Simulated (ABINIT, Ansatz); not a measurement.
## AlBiS3 (Pm-3m): zone-centre phonons

Wanted: the vibrations of AlBiS3 (Pm-3m) at Γ, by two programs.

Calculated with ABINIT 10.8.3; DFT LDA, scalar-relativistic, plane waves, HGH norm-conserving pseudopotentials.

Report form: the programs' logs are mostly left out.

The structure was built from a prototype and need not be the compound's stable phase.

## (1) Starting point

The structure is cubic, space group Pm-3m (No. 221). The conventional cell has a = 4.567 Å, b = 4.567 Å, c = 4.567 Å, α = 90.00°, β = 90.00°, γ = 90.00°. Nearest to Bi lie 12 S at 3.23 Å. Nearest to Al lie 6 S at 2.28 Å. Nearest to S lie 2 Al at 2.28 Å and 4 Bi at 3.23 Å. Farther neighbours and most contacts between anions are not listed.

Structure file:

```cif
data_structure
_symmetry_space_group_name_H-M 'P 1'
_symmetry_Int_Tables_number 1
_cell_length_a 4.5666
_cell_length_b 4.5666
_cell_length_c 4.5666
_cell_angle_alpha 90.000
_cell_angle_beta 90.000
_cell_angle_gamma 90.000
_cell_volume 95.23
loop_
_atom_site_label
_atom_site_type_symbol
_atom_site_fract_x
_atom_site_fract_y
_atom_site_fract_z
_atom_site_occupancy
Bi1 Bi 0.00000 0.00000 0.00000 1
Al2 Al 0.50000 0.50000 0.50000 1
S3 S 0.50000 0.50000 0.00000 1
S4 S 0.50000 0.00000 0.50000 1
S5 S 0.00000 0.50000 0.50000 1
```

## (2) Relaxation

The harmonic expansion needs vanishing forces, and a free crystal bears no stress, so cell and atoms are brought to rest. Stress is more sensitive to the basis than forces are: the last 3 Ha under the cutoff are smoothed with ecutsm, and the cutoff is raised above that of the later runs.

The starting cell comes from a relaxation made beforehand in Ansatz (LDA, PseudoDojo NC).

The input, relax.abi:

```
# relaxation
ionmov 2
optcell 2
dilatmx 1.08
ntime 40
tolmxf 1.0d-05
tolvrs 1.0d-14
prtwf 0
prtden 0
chksymtnons 0

# basis, mesh and filling
ecut 31.0
ecutsm 3.0
ixc 7
ngkpt 6 6 6
nshiftk 1
shiftk 0.0 0.0 0.0
istwfk *1
occopt 7
tsmear 0.01
nband 20
nstep 100
diemac 1000000.0
prtebands 0
prtgsr 0

# cell and atoms
acell 8.629659322 8.629659322 8.629659322
rprim 
    1.0 0.0 0.0
    0.0 1.0 0.0
    0.0 0.0 1.0
ntypat 3
znucl 83 13 16
natom 5
typat 1 2 3 3 3
xred 
    0.0 0.0 0.0
    0.5 0.5 0.5
    0.5 0.5 0.0
    0.5 0.0 0.5
    0.0 0.5 0.5
pp_dirpath "./pseudo"
pseudos "Bi.hgh, Al.hgh, S.hgh"
```

The run is started by

```bash
$ OMP_NUM_THREADS=1 mpirun -n 4 abinit relax.abi > relax.log
```

It took 88 s on 4 MPI ranks of Intel Xeon at 2.70GHz, shared host; 5.9 min of CPU time.

Little changed from the start: no atom moved by 0.005 Å and no cell edge by 0.1 %.

Numbers from this step:

* volume per atom: 19.08 Å³
* pressure: 2.27e-4 GPa
* gap on the k-mesh: 0 eV

## (3) Self-consistent run for the response

First-order wavefunctions inherit every error of the ground state, hence the very tight tolvrs. Occupations are smeared.

The input, gs.abi:

```
# ground state
tolvrs 1.0d-16
prtden 1
prtwf 1

# basis, mesh and filling
ecut 24.0
ixc 7
ngkpt 6 6 6
nshiftk 1
shiftk 0.0 0.0 0.0
istwfk *1
occopt 7
tsmear 0.01
nband 20
nstep 100
diemac 1000000.0
prtebands 0
prtgsr 0

# cell and atoms
acell 8.634216027 8.634216027 8.634216027
rprim 
    1.0 0.0 0.0
    0.0 1.0 0.0
    0.0 0.0 1.0
ntypat 3
znucl 83 13 16
natom 5
typat 1 2 3 3 3
xred 
    0.0 0.0 0.0
    0.5 0.5 0.5
    0.5 0.5 0.0
    0.5 0.0 0.5
    0.0 0.5 0.5
pp_dirpath "./pseudo"
pseudos "Bi.hgh, Al.hgh, S.hgh"
```

The run is started by

```bash
$ OMP_NUM_THREADS=1 mpirun -n 4 abinit gs.abi > gs.log
```

Run time: 21 s. Hardware: 4 MPI ranks; 84 s of CPU time.

Numbers from this step:

```yaml
pressure: -0.6214 GPa
```

The cell stands at -0.62 GPa: the relaxation ran with a smoothed and higher cutoff, and the difference is a stress of the finite basis.

## (4) Zone-centre response

At q = 0 one unit cell holds all displacements. The response is solved for single atoms along the cell's directions, and symmetry skips those that follow from others. The crystal is treated as a metal, which screens a static field, so no field response is asked.

The input, dfpt_gamma.abi:

```

# common to the responses
getwfk_filepath "gso_WFK"
kptopt 2
nqpt 1
qpt 0.0 0.0 0.0
asr 0
chneut 0

# displacements
rfphon 1
rfatpol 1 5
rfdir 1 1 1
tolvrs 1.0d-10
prtwf 0

# basis, mesh and filling
ecut 24.0
ixc 7
ngkpt 6 6 6
nshiftk 1
shiftk 0.0 0.0 0.0
istwfk *1
occopt 7
tsmear 0.01
nband 20
nstep 100
diemac 1000000.0
prtebands 0
prtgsr 0

# cell and atoms
acell 8.634216027 8.634216027 8.634216027
rprim 
    1.0 0.0 0.0
    0.0 1.0 0.0
    0.0 0.0 1.0
ntypat 3
znucl 83 13 16
natom 5
typat 1 2 3 3 3
xred 
    0.0 0.0 0.0
    0.5 0.5 0.5
    0.5 0.5 0.0
    0.5 0.0 0.5
    0.0 0.5 0.5
pp_dirpath "./pseudo"
pseudos "Bi.hgh, Al.hgh, S.hgh"
```

The run is started by

```bash
$ OMP_NUM_THREADS=1 mpirun -n 4 abinit dfpt_gamma.abi > dfpt_gamma.log
```

It took 2.1 min on 4 MPI ranks.

This step gave:

```
largest acoustic frequency at the zone centre before the sum rule : 3.27 cm⁻¹
highest optical zone-centre mode (no LO-TO term)                  : 456.7 cm⁻¹
lowest optical zone-centre mode                                   : -151.0 cm⁻¹
```

The acoustic modes at Γ come out as far as 3.3 cm⁻¹ from zero, where they should vanish, a small numerical error. The lowest optical mode is imaginary, 151i cm⁻¹, an instability at this level and on this k mesh.

## (5) Modes with the sum rule

anaddb reads the merged derivatives and imposes the acoustic sum rule.

The input, anaddb.abi:

```
ddb_filepath "gamma_DDB"
output_file "anaddb.abo"
outdata_prefix "anaddb"
asr 1
chneut 1
enunit 2
eivec 1
nph1l 1
qph1l 0.0 0.0 0.0 1.0
```

The input, mrgddb.in:

```
gamma_DDB
merged
2
dfpt_gammao_DDB
gso_DDB
```

The run is started by

```bash
$ mrgddb < mrgddb.in > mrgddb.log
$ OMP_NUM_THREADS=1 anaddb anaddb.abi > anaddb.log
```

Wall time 0.7 s (1 thread).

Numbers from this step:

```
lowest optical zone-centre mode : -151.2 cm⁻¹
```

No LO-TO term; unit eigenvectors of the mass-weighted matrix, from anaddb's displacements. Modes at Γ, with each element's share of the kinetic energy (negative means imaginary):

```
mode  frequency (cm⁻¹)  symmetry  Bi %  Al %  S %
   1            -151.2       T2u     0     0  100
   2            -151.2       T2u     0     0  100
   3            -151.2       T2u     0     0  100
   4            -149.3       T1u    27     0   73
   5            -149.3       T1u    27     0   73
   6            -149.3       T1u    27     0   73
   7               0.0  acoustic    63     8   29
   8               0.0  acoustic    63     8   29
   9               0.0  acoustic    63     8   29
  10             104.0       T1u    10    55   35
  11             104.0       T1u    10    55   35
  12             104.0       T1u    10    55   35
  13             456.7       T1u     0    37   63
  14             456.7       T1u     0    37   63
  15             456.7       T1u     0    37   63
```

Displacements in mode 1 (-151.2 cm⁻¹), the largest set to 1:
```
Bi1  0.00  0.00  0.00
Al2  0.00  0.00  0.00
S3   0.00  0.00  0.00
S4   0.00  0.00 -1.00
S5   0.00  0.00  1.00
```

Displacements in mode 13 (456.7 cm⁻¹), the largest set to 1:
```
Bi1  0.00  0.00  0.00
Al2  0.00  0.00  0.85
S3   0.00  0.00 -1.00
S4   0.00  0.00  0.14
S5   0.00  0.00  0.14
```

The rule moves no optical mode by more than 0.2 cm⁻¹.

## (6) Sum rules set otherwise (asr 0)

Without the rule the raw error of the acoustic modes shows.

Changes to anaddb.abi since step 5:

```diff
@@ -3,4 +3,4 @@
 outdata_prefix "anaddb"
-asr 1
-chneut 1
+asr 0
+chneut 0
 enunit 2
```

mrgddb.in is that of step 5.

Elapsed: 0.68 s, on 1 thread.

Read from the output:

```
lowest optical zone-centre mode : -151.0 cm⁻¹
```

Zone-centre frequencies as printed; negative means imaginary. Modes:

```csv
mode,frequency (cm⁻¹)
1,-151
2,-151
3,-151
4,-149.2
5,-149.2
6,-149.2
7,3.27
8,3.27
9,3.27
10,104
11,104
12,104
13,456.7
14,456.7
15,456.7
```

## (7) Cross-check with Ansatz

The same cell goes through another code, with its own cutoff. The potentials differ.

This step: DFT LDA, scalar-relativistic, plane waves, PseudoDojo norm-conserving pseudopotentials (Ansatz 0.2.0).

The input, input.yaml:

```yaml
crystal:
  lattice:
    - [4.5690303556, 0.0, 0.0]
    - [0.0, 4.5690303556, 0.0]
    - [0.0, 0.0, 4.5690303556]
  atoms:
    - { symbol: Bi, position: [0.0, 0.0, 0.0] }
    - { symbol: Al, position: [0.5, 0.5, 0.5] }
    - { symbol: S, position: [0.5, 0.5, 0.0] }
    - { symbol: S, position: [0.5, 0.0, 0.5] }
    - { symbol: S, position: [0.0, 0.5, 0.5] }
kpoints:
  mp_grid: { grid: [6, 6, 6] }
hamiltonian:
  xc: lda
  pseudopotentials: { kind: nc, accuracy: standard }
scf:
  occupations: { method: gaussian, width: 0.27211 }
output:
  eigenvalues: true
phonons:
  method: dfpt
```

The run is started by

```bash
$ ansatz run input.yaml --threads 4 --pin off --max-ram 8192MiB --backend cpu --events-out ev --progress --plain --runs-dir out
```

The job ended after 42 s (4 threads; peak memory 1.9 GiB; 2.6 min of CPU time).

This step gave:

| Quantity | Value |
| --- | --- |
| sum-rule residual before enforcement | 3.03e-5 eV/Å² |
| highest optical zone-centre mode (no LO-TO term) | 468.1 cm⁻¹ |
| lowest optical zone-centre mode | -154.4 cm⁻¹ |

## (8) The two compared: ABINIT HGH and Ansatz, PseudoDojo

Worked out from the results:

- root-mean-square difference: 6.07 cm⁻¹
- largest difference: 11.4 cm⁻¹

Optical modes, paired by symmetry label. Frequencies side by side, by row:

```
q (reciprocal lattice)  mode  ABINIT HGH (cm⁻¹)  Ansatz, PseudoDojo (cm⁻¹)
                 0 0 0     1             -151.2                     -154.4
                 0 0 0     2             -151.2                     -154.4
                 0 0 0     3             -151.2                     -154.4
                 0 0 0     4             -149.3                     -151.7
                 0 0 0     5             -149.3                     -151.7
                 0 0 0     6             -149.3                     -151.7
                 0 0 0    10                104                      105.1
                 0 0 0    11                104                      105.1
                 0 0 0    12                104                      105.1
                 0 0 0    13              456.7                      468.1
                 0 0 0    14              456.7                      468.1
                 0 0 0    15              456.7                      468.1
```

At the zone centre the largest difference (acoustic modes at Γ apart) is 2 % of the highest mode.

## (9) Results

```yaml
space_group_after_relaxation: Pm-3m
volume_per_atom: 19.1 Å³
highest_optical_zone_centre_mode_no_lo_to_term: 456.7 cm⁻¹
lowest_optical_zone_centre_mode: -151.2 cm⁻¹
imaginary_optical_modes_at_the_zone_centre_no_q_mesh_in_this_session: yes
largest_difference_from_ansatz_pseudodojo: 11.4 cm⁻¹
```

**Reading.** At the LDA level the optical modes of AlBiS3 (Pm-3m) at the zone centre run from 151i to 457 cm⁻¹, so the structure is a saddle point, with 6 modes beyond 10i cm⁻¹ there. The base run prints -0.62 GPa, mostly the error of a finite basis; the relaxation, with a smoothed and higher cutoff, had brought the cell to rest. ABINIT HGH and Ansatz, PseudoDojo differ by 6.1 cm⁻¹ in the root mean square and by 11.4 cm⁻¹ at most, 2.5 % of the highest mode compared (acoustic modes at Γ left out); the two use different potentials, and the cell was not relaxed for the second set. These are harmonic frequencies at zero temperature: anharmonic shifts and linewidths and thermal expansion are left out. Spin-orbit coupling is left out, which can matter for the heavy elements here. The HGH files keep few electrons and have no core correction, which is cheap but rough for Bi. In a metal the frequencies hang on the k mesh and the smearing, most of all near Kohn anomalies. The structure is a hypothetical one, built on a prototype.

[Host names and launcher messages were left out of these logs when they were recorded.]

[Logs are printed without paths, hosts, clocks, repeated set-up lines and the standing remarks that a program may print on its own settings, such as how far it seeks lower states.]

[Hosts, paths, dates, database ids (printed as entryN), source tags and the programs' standing remarks are cut or masked in the printed files.]
